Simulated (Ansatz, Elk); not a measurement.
# Bonding as seen by X-rays: RbCd4N3

The structure of RbCd4N3 used here is made up (a known structure type with other elements) and was relaxed beforehand with PBEsol. The aim is the Fourier transform of its all-electron density, F(hkl), set beside the sum over free spherical atoms that refinements use.

Calculated with Elk 11.2.3 (patched build); DFT, PBE, all-electron APW+lo, Dirac cores, scalar-relativistic bands, static density, no spin.

The structure was built from a prototype and need not be the compound's stable phase.

### Step 1. The structure

It takes space group R-3m (No. 166, trigonal). Conventional cell: a = 3.787 Å, b = 3.787 Å, c = 33.877 Å, α = 90.00°, β = 90.00°, γ = 120.00°. Cd has 4 N at 2.31 to 2.42 Å nearest. Nearest to Cd lie 3 N at 2.20 Å. Nearest to Rb lie 6 N at 3.18 Å. Nearest to N lie 6 Cd at 2.42 Å. Nearest to N lie 4 Cd at 2.20 to 2.31 Å and 3 Rb at 3.18 Å. Farther neighbours and most contacts between anions are not listed.

### Step 2. Ground state and structure factors

An all-electron density is needed, since X-rays see the cores too. Task 0 finds the density and task 195 Fourier-transforms it; tshift is off so that phases refer to the origin typed.

File elk.in:

```
tasks
  0
  195

xctype
  20

spinpol
  .false.

rgkmax
  7.0

gmaxvr
  14.0

lmaxo
  7

lmaxapw
  8

swidth
  0.002

tshift
  .false.

ramdisk
  .false.

hmaxvr
  5.5

maxscl
  120

epspot
  1e-06

sppath
  './'

avec
  3.57840317858 2.06599203873 21.33926615195
  -3.57840317858 2.06599203873 21.33926615195
  -0.00000000000 -4.13198407654 21.33926615204

atoms
  3
  'Cd.in'
  4
  0.6971368749 0.6971368749 0.6971368749   0.000000 0.000000 0.000000
  0.3028631251 0.3028631251 0.3028631251   0.000000 0.000000 0.000000
  0.9093485584 0.9093485584 0.9093485584   0.000000 0.000000 0.000000
  0.0906514416 0.0906514416 0.0906514416   0.000000 0.000000 0.000000
  'Rb.in'
  1
  0.5000000000 0.5000000000 0.5000000000   0.000000 0.000000 0.000000
  'N.in'
  3
  0.0000000000 0.0000000000 0.0000000000   0.000000 0.000000 0.000000
  0.7653509200 0.7653509200 0.7653509200   0.000000 0.000000 0.000000
  0.2346490800 0.2346490800 0.2346490800   0.000000 0.000000 0.000000

ngridk
  7 7 7
```

Run with:

```bash
$ OMP_NUM_THREADS=4 elk
```

Numbers of over 12 decimals in the logs are rounded to 6 here.

Log:

```text
┌─────────────────────────┐
│ Elk code version 11.2.3 │
└─────────────────────────┘

All units are atomic (Hartree, Bohr, etc.)

┌─────────────────────────────────────────────────┐
│ Ground-state run starting from atomic densities │
└─────────────────────────────────────────────────┘

Lattice vectors :
   3.578403179       2.065992039       21.33926615
  -3.578403179       2.065992039       21.33926615
  -0.000000000      -4.131984077       21.33926615

Reciprocal lattice vectors :
  0.8779314395      0.5068739529      0.9814747552E-01
 -0.8779314395      0.5068739529      0.9814747552E-01
 -0.1695388305E-17  -1.013747906      0.9814747554E-01

Unit cell volume      :    946.5610834
Brillouin zone volume :   0.2620541007

Muffin-tin inner radius fraction :   0.1000000000E-01

Nuclei treated as point charges

Species : 1 (Cd)
 parameters loaded from : Cd.in
 name : cadmium
 nuclear charge    :   -48.00000000
 electronic charge :    48.00000000
 atomic mass :    204912.7176
 muffin-tin radius :    2.430917847
 number of radial points in muffin-tin :   1193
 inner part over the whole radius :   0.9899106306E-02
 number on inner part of muffin-tin    :    848
 approximate nuclear radius :   0.8708852602E-04
 number of mesh points to nuclear radius :    428
 atomic positions (lattice), magnetic fields (Cartesian) :
  1 :  -0.30286313 -0.30286313 -0.30286313    0.00000000  0.00000000  0.00000000
  2 :   0.30286313  0.30286313  0.30286313    0.00000000  0.00000000  0.00000000
  3 :  -0.09065144 -0.09065144 -0.09065144    0.00000000  0.00000000  0.00000000
  4 :   0.09065144  0.09065144  0.09065144    0.00000000  0.00000000  0.00000000

Species : 2 (Rb)
 parameters loaded from : Rb.in
 name : rubidium
 nuclear charge    :   -37.00000000
 electronic charge :    37.00000000
 atomic mass :    155798.2686
 muffin-tin radius :    2.600000000
 number of radial points in muffin-tin :   1193
 inner part over the whole radius :   0.9947532429E-02
 number on inner part of muffin-tin    :    847
 approximate nuclear radius :   0.7999050501E-04
 number of mesh points to nuclear radius :    413
 atomic positions (lattice), magnetic fields (Cartesian) :
  1 :   0.50000000  0.50000000  0.50000000    0.00000000  0.00000000  0.00000000

Species : 3 (N)
 parameters loaded from : N.in
 name : nitrogen
 nuclear charge    :   -7.000000000
 electronic charge :    7.000000000
 atomic mass :    25532.65216
 muffin-tin radius :    1.682943125
 number of radial points in muffin-tin :    593
 inner part over the whole radius :   0.9884030100E-02
 number on inner part of muffin-tin    :    406
 approximate nuclear radius :   0.4939692610E-04
 number of mesh points to nuclear radius :    170
 atomic positions (lattice), magnetic fields (Cartesian) :
  1 :   0.00000000  0.00000000  0.00000000    0.00000000  0.00000000  0.00000000
  2 :  -0.23464908 -0.23464908 -0.23464908    0.00000000  0.00000000  0.00000000
  3 :   0.23464908  0.23464908  0.23464908    0.00000000  0.00000000  0.00000000

Total number of atoms per unit cell :    8
Total muffin-tin volume :    374.2117608
 ratio of muffin-tin to unit cell volume :   0.3953382063

Spin treatment :
 spin-unpolarised

Number of Bravais lattice symmetries :   12
Number of crystal symmetries         :   12
Crystal has inversion symmetry
Real symmetric eigensolver will be used

k-point grid :      7     7     7
k-point offset :    0.000000000       0.000000000       0.000000000
k-point set is reduced with full crystal symmetry group
Total number of k-points :       44

Muffin-tin radius times maximum |G+k| :    7.000000000
 using average radius
Maximum |G+k| for APW functions       :    3.223485252
Maximum (1/2)|G+k|²                   :    5.195428585
Maximum |G| for potential and density :    14.00000000
Constant for pseudocharge density :    9
 order of it for each species :   16  16  16
 order of it for pair densities of each species (exact exchange by exxq0 0: 17) :   12  14   4
Radial integration step length :    1

[...]
exchange                    :     -728.10569074377
 correlation                 :     -12.829678276405
 electron entropic           :    -0.56580948055901E-04
 total energy                :     -25531.184916192

Density of states at Fermi energy :    3.339972045
 (states/Hartree/unit cell)

Estimated indirect band gap :   0.7802503765E-02
 from k-point 43 to k-point 1
Estimated direct band gap   :   0.7824932129E-02
 at k-point 1

Charges :
 core                        :    154.0000000
 valence                     :    96.00000000
 interstitial                :    10.26901577
 muffin-tins (core leakage)
  species : 1 (Cd)
[...]
species : 2 (Rb)
[...]
species : 3 (N)
[...]
total in muffin-tins        :    239.7309842
 total calculated charge     :    249.9970156
 total charge                :    250.0000000
 error                       :   0.2984448432E-02

RMS change in Kohn-Sham potential (target) :    1.048680396     (  0.1000000000E-05)
Absolute change in total energy (target)   :   0.4203566378     (  0.1000000000E-03)

[... loops 3 to 18 left out ...]

┌──────────────────┐
│ Loop number : 19 │
└──────────────────┘

Energies :
 Fermi                       :     0.213839
 sum of occupied eigenvalues :     -15262.138505825
 electron kinetic            :      26698.727031877
 core electron kinetic       :      25887.040704730
 Coulomb                     :     -51487.866067066
 Coulomb potential           :     -40995.296628919
 nuclear-nuclear             :     -2621.4741526379
 electron-nuclear            :     -56799.962031792
 Hartree                     :      7933.5701173638
 Madelung                    :     -30990.217752606
 xc potential                :     -965.56890878276
 exchange                    :     -727.66036890418
 correlation                 :     -12.868673274550
 electron entropic           :    -0.18414558275207E-03
 total energy                :     -25529.668261513

Density of states at Fermi energy :    14.26472968
 (states/Hartree/unit cell)

Estimated indirect band gap :   0.1482560867E-01
 from k-point 1 to k-point 2
Estimated direct band gap   :   0.1801099426E-01
 at k-point 43

Charges :
 core                        :    154.0000000
 valence                     :    96.00000000
 interstitial                :    11.18480590
 muffin-tins (core leakage)
  species : 1 (Cd)
[...]
species : 2 (Rb)
[...]
species : 3 (N)
[...]
total in muffin-tins        :    238.8151941
 total calculated charge     :    249.9971894
 total charge                :    250.0000000
 error                       :   0.2810612596E-02

RMS change in Kohn-Sham potential (target) :   0.1785650416E-06 (  0.1000000000E-05)
Absolute change in total energy (target)   :   0.3626675607E-04 (  0.1000000000E-03)

Convergence targets achieved

┌──────────────────┐
│ Loop number : 20 │
└──────────────────┘

Energies :
 Fermi                       :     0.213839
 sum of occupied eigenvalues :     -15262.138490205
 electron kinetic            :      26698.727043467
 core electron kinetic       :      25887.040711357
 Coulomb                     :     -51487.866063528
 Coulomb potential           :     -40995.296628965
 nuclear-nuclear             :     -2621.4741526379
 electron-nuclear            :     -56799.962024125
 Hartree                     :      7933.5701132349
 Madelung                    :     -30990.217749045
 xc potential                :     -965.56890470708
 exchange                    :     -727.66036882774
 correlation                 :     -12.868673263401
 electron entropic           :    -0.18414559495064E-03
 total energy                :     -25529.668246297

Density of states at Fermi energy :    14.26473118
 (states/Hartree/unit cell)

Estimated indirect band gap :   0.1482559082E-01
 from k-point 1 to k-point 2
Estimated direct band gap   :   0.1801097006E-01
 at k-point 43

Charges :
 core                        :    154.0000000
 valence                     :    96.00000000
 interstitial                :    11.18480573
 muffin-tins (core leakage)
  species : 1 (Cd)
[...]
species : 2 (Rb)
[...]
species : 3 (N)
   atom 1                    :    5.950366324     (  0.3760945706E-06)
   atom 2                    :    6.011670134     (  0.3797732322E-06)
   atom 3                    :    6.011670134     (  0.3797732322E-06)
 total in muffin-tins        :    238.8151943
 total calculated charge     :    249.9971894
 total charge                :    250.0000000
 error                       :   0.2810612604E-02

┌──────────────────────────────┐
│ Self-consistent loop stopped │
└──────────────────────────────┘

Warning : core states of species 1 leak from the muffin-tin :   0.6028192817E-03

Wrote STATE.OUT
```

Run time: 2.6 min. Hardware: 4 threads of Arm Neoverse V2, shared host; peak memory 0.54 GiB.

SFACRHO.OUT:

```text

h k l indices transformed by vhmat matrix:
   1.000000000       0.000000000       0.000000000    
   0.000000000       1.000000000       0.000000000    
   0.000000000       0.000000000       1.000000000    

      h      k      l  multipl.   |H|            Re(F)            Im(F)           |F|

      0      0      0      1   0.0000000       250.00000      0.30829888E-15   250.00000    
      1      1      1      2  0.29444243       33.080309      0.87027152E-13   33.080309    
     -2     -2     -2      2  0.58888485      -20.224195     -0.12930921E-13   20.224195    
      3      3      3      2  0.88332728       4.3839518      0.58291772E-13   4.3839518    
      0      0     -1      6   1.0184880       18.216690      0.49260652E-14   18.216690    
      0      1      1      6   1.0325776      -4.6620349     -0.66604507E-13   4.6620349    
     -1     -1     -2      6   1.0871116       13.066249      0.20525272E-15   13.066249    
     -2     -1     -2      6   1.1262806      -179.37081     -0.21551535E-12   179.37081    
      4      4      4      2   1.1777697       54.662922     -0.50369017E-12   54.662922    
      2      2      3      6   1.2246217      -26.225855      0.23809315E-12   26.225855    
      2      3      3      6   1.2822606      -40.118670     -0.89900690E-13   40.118670    
      4      3      3      6   1.4110200       166.75368     -0.38587511E-12   166.75368    
     -5     -5     -5      2   1.4722121      -152.96069     -0.33692233E-12   152.96069    
      4      3      4      6   1.4809689       6.6187721     -0.37212318E-12   6.6187721    
     -4     -5     -4      6   1.6296164       82.414107      0.15691570E-12   82.414107    
     -5     -4     -5      6   1.7075534       24.927316      0.23809315E-13   24.927316    
      0      1     -1      6   1.7558629       178.22367      0.11159540E-13   178.22367    
     -6     -6     -6      2   1.7666546      -83.014264     -0.55418233E-13   83.014264
```

Elk indexes on the primitive cell of elk.in and gives |H| = 4π sin θ/λ in inverse bohr. Below, one row stands for each form hkl of the conventional cell (m members, Friedel mates merged), F is for one primitive cell and the density is static (no thermal factor). Free-atom factors are Waasmaier and Kirfel's, and R is Σm||F|−|F'||/Σm|F|.

| hkl | m | sin θ/λ (Å⁻¹) | abs F, DFT | neutral atoms | diff. |
| --- | --- | --- | --- | --- | --- |
| 003 | 2 | 0.044 | 33.080 | 33.155 | -0.075 |
| 006 | 2 | 0.089 | 20.224 | 20.048 | +0.176 |
| 009 | 2 | 0.133 | 4.384 | 3.372 | +1.012 |
| 101 | 6 | 0.153 | 18.217 | 17.898 | +0.319 |
| 012 | 6 | 0.155 | 4.662 | 4.367 | +0.295 |
| 104 | 6 | 0.164 | 13.066 | 12.055 | +1.011 |
| 015 | 6 | 0.169 | 179.371 | 180.272 | -0.901 |
| 0 0 12 | 2 | 0.177 | 54.663 | 54.415 | +0.248 |
| 107 | 6 | 0.184 | 26.226 | 26.087 | +0.138 |
| 018 | 6 | 0.193 | 40.119 | 40.800 | -0.681 |
| 1 0 10 | 6 | 0.212 | 166.754 | 166.984 | -0.230 |
| 0 0 15 | 2 | 0.221 | 152.961 | 153.090 | -0.129 |
| 0 1 11 | 6 | 0.223 | 6.619 | 6.855 | -0.236 |
| 1 0 13 | 6 | 0.245 | 82.414 | 82.454 | -0.040 |
| 0 1 14 | 6 | 0.257 | 24.927 | 24.860 | +0.068 |
| 110 | 6 | 0.264 | 178.224 | 178.316 | -0.092 |
| 0 0 18 | 2 | 0.266 | 83.014 | 83.225 | -0.210 |
| 113 | 12 | 0.268 | 24.233 | 24.278 | -0.045 |
| 116 | 12 | 0.279 | 14.320 | 14.374 | -0.054 |
| 1 0 16 | 6 | 0.281 | 3.071 | 3.074 | -0.003 |
| 0 1 17 | 6 | 0.294 | 40.561 | 40.565 | -0.004 |
| 119 | 12 | 0.296 | 0.334 | 0.298 | +0.036 |

### Step 3. The highest occupied states alone

An energy window below the Fermi level keeps the highest occupied states, to see at which angles they scatter; shallow core shells can lie inside it and anion s states outside. No new self-consistency is needed.

elk.in: that of step 2 with these lines changed.

```diff
@@ -1,3 +1,2 @@
 tasks
-  0
   195
@@ -40,2 +39,5 @@
 
+wsfac
+  -0.337400 0.513840
+
 sppath
```

Run with:

```bash
$ OMP_NUM_THREADS=4 elk
```

Log:

```text
┌─────────────────────────────────┐
│ Elk code version 11.2.3 started │
└─────────────────────────────────┘

Info(readinput): the functional depends on the density's gradient
 muffin-tin radial points multiplied by    2.00000
 (not where nrmtscf is given)

┌────────────────────┐
│ Current task : 195 │
└────────────────────┘
Info(checkmt): changed muffin-tin radius of species 1 (Cd) from   2.6000 to   2.4309
Info(checkmt): changed muffin-tin radius of species 3 (N) from   1.8000 to   1.6829

Info(sfacrho): density structure factors written to SFACRHO.OUT

 Energy window :  -0.3374000000      0.5138400000

┌──────────────────┐
│ Elk code stopped │
└──────────────────┘
```

Elapsed: 23 s, on 4 threads; peak memory 0.35 GiB; 33 s of CPU time.

States within 15 eV below the Fermi level hold 70.00 electrons; any levels below the window count with the cores. Their amplitudes can exceed the total, where window and core parts have opposite phase:

| hkl | sin θ/λ (Å⁻¹) | abs F, window | abs F, all |
| --- | --- | --- | --- |
| 003 | 0.044 | 11.731 | 33.080 |
| 006 | 0.089 | 9.163 | 20.224 |
| 009 | 0.133 | 10.692 | 4.384 |
| 101 | 0.153 | 8.781 | 18.217 |
| 012 | 0.155 | 5.749 | 4.662 |
| 104 | 0.164 | 7.291 | 13.066 |
| 015 | 0.169 | 22.830 | 179.371 |
| 0 0 12 | 0.177 | 10.704 | 54.663 |
| 107 | 0.184 | 2.506 | 26.226 |
| 018 | 0.193 | 2.955 | 40.119 |

### Step 4. Another functional

The difference from free atoms is small, so it is set against the change that LDA (Perdew-Wang) makes.

elk.in: that of step 3 with these lines changed.

```diff
@@ -1,2 +1,3 @@
 tasks
+  0
   195
@@ -4,3 +5,3 @@
 xctype
-  20
+  3
 
@@ -39,5 +40,2 @@
 
-wsfac
-  -0.337400 0.513840
-
 sppath
```

Run with:

```bash
$ OMP_NUM_THREADS=4 elk
```

Log:

```text
┌─────────────────────────┐
│ Elk code version 11.2.3 │
└─────────────────────────┘

All units are atomic (Hartree, Bohr, etc.)

┌─────────────────────────────────────────────────┐
│ Ground-state run starting from atomic densities │
└─────────────────────────────────────────────────┘

Lattice vectors :
   3.578403179       2.065992039       21.33926615
  -3.578403179       2.065992039       21.33926615
  -0.000000000      -4.131984077       21.33926615

Reciprocal lattice vectors :
  0.8779314395      0.5068739529      0.9814747552E-01
[...]
species : 1 (Cd)
[...]
species : 2 (Rb)
[...]
species : 3 (N)
[...]
atom 2                    :    5.979924273     ( -0.3655047512E-05)
   atom 3                    :    5.979924273     ( -0.3655047512E-05)
 total in muffin-tins        :    238.7331040
 total calculated charge     :    249.9971684
 total charge                :    250.0000000
 error                       :   0.2831600918E-02

┌──────────────────────────────┐
│ Self-consistent loop stopped │
└──────────────────────────────┘

Warning : core states of species 1 leak from the muffin-tin :   0.6104995190E-03

Wrote STATE.OUT
[key lines of the parts left out:]
total energy                :     -25504.965464735
```

The job ended after 100 s (4 threads; peak memory 0.46 GiB).

Against the first run R = 0.04 %; the largest change is -0.120 at 110.

### Step 5. Basis size

A smaller basis shows how fast F responds to it; the change is likely larger than the basis error of the first run, but doesn't show convergence.

elk.in: that of step 4 with these lines changed.

```diff
@@ -5,3 +5,3 @@
 xctype
-  3
+  20
 
@@ -11,3 +11,3 @@
 rgkmax
-  7.0
+  5.5
```

Run with:

```bash
$ OMP_NUM_THREADS=4 elk
```

Log:

```text
┌─────────────────────────┐
│ Elk code version 11.2.3 │
└─────────────────────────┘

All units are atomic (Hartree, Bohr, etc.)

┌─────────────────────────────────────────────────┐
│ Ground-state run starting from atomic densities │
└─────────────────────────────────────────────────┘

Lattice vectors :
   3.578403179       2.065992039       21.33926615
  -3.578403179       2.065992039       21.33926615
  -0.000000000      -4.131984077       21.33926615

Reciprocal lattice vectors :
  0.8779314395      0.5068739529      0.9814747552E-01
[...]
species : 1 (Cd)
[...]
species : 2 (Rb)
[...]
species : 3 (N)
[...]
atom 2                    :    5.937360372     (  0.3753728419E-06)
   atom 3                    :    5.937360372     (  0.3753728419E-06)
 total in muffin-tins        :    238.4266049
 total calculated charge     :    249.9971655
 total charge                :    250.0000000
 error                       :   0.2834535561E-02

┌──────────────────────────────┐
│ Self-consistent loop stopped │
└──────────────────────────────┘

Warning : core states of species 1 leak from the muffin-tin :   0.6027099968E-03

Wrote STATE.OUT
[key lines of the parts left out:]
total energy                :     -25529.336167939
```

Elapsed: 1.9 min, on 4 threads; peak memory 0.52 GiB.

Against the first run R = 0.07 %; the largest change is +0.144 at 205.

### Step 6. Settings against the effect

| run | R against the first run (%) | R against neutral atoms, low angle (%) | wall time |
| --- | --- | --- | --- |
| PBE, rgkmax 7 | 0.00 | 0.50 | 2.6 min |
| LDA (Perdew-Wang) | 0.04 | 0.53 | 100 s |
| rgkmax 5.5 | 0.07 | 0.55 | 1.9 min |

### Step 7. What came out

| Item | Value |
| --- | --- |
| R against neutral atoms, sin θ/λ < 0.3 Å⁻¹ | 0.50 % |
| R against neutral atoms, 0.3 to 0.63 Å⁻¹ | 0.18 % |

What this shows: Independent neutral atoms miss the calculated amplitudes by R = 0.50 % below 0.3 Å⁻¹ and 0.18 % from there to 0.63 Å⁻¹; by shells, 2.19 % below 0.15 Å⁻¹ (3 forms), 0.47 % 0.15 to 0.3 (19 forms), 0.18 % 0.3 to 0.45 (40 forms), 0.18 % above 0.45 (87 forms). Bonding, aspherical density and the tables' own atoms all enter these figures, and the runs don't part them. The largest change of an amplitude is +1.01 electrons, at 009. Weak lines can change much in proportion: 009 goes from 3.37 to 4.38. The window's part falls from 70.0 electrons at the origin to at most 2.86 between 0.45 and 0.63 Å⁻¹, where compact states inside the window still scatter. The window holds more than the 64 outer electrons of the free atoms, so shallow core shells lie inside it. Below 0.3 Å⁻¹ the changes that finished (LDA (Perdew-Wang) and rgkmax 5.5) move F by R = 0.11 % at most, against the 0.50 % that separates it from free atoms. The k-mesh has no finished test. Part of the difference isn't bonding: the tables are fits to free atoms and ions calculated by other methods than this functional. Thermal motion, anomalous dispersion and extinction are left out.

[Logs are printed without paths, hosts, clocks, repeated set-up lines and the standing remarks that a program may print on its own settings, such as how far it seeks lower states.]

[Hosts, paths, dates, database ids (printed as entryN), source tags and the programs' standing remarks are cut or masked in the printed files.]
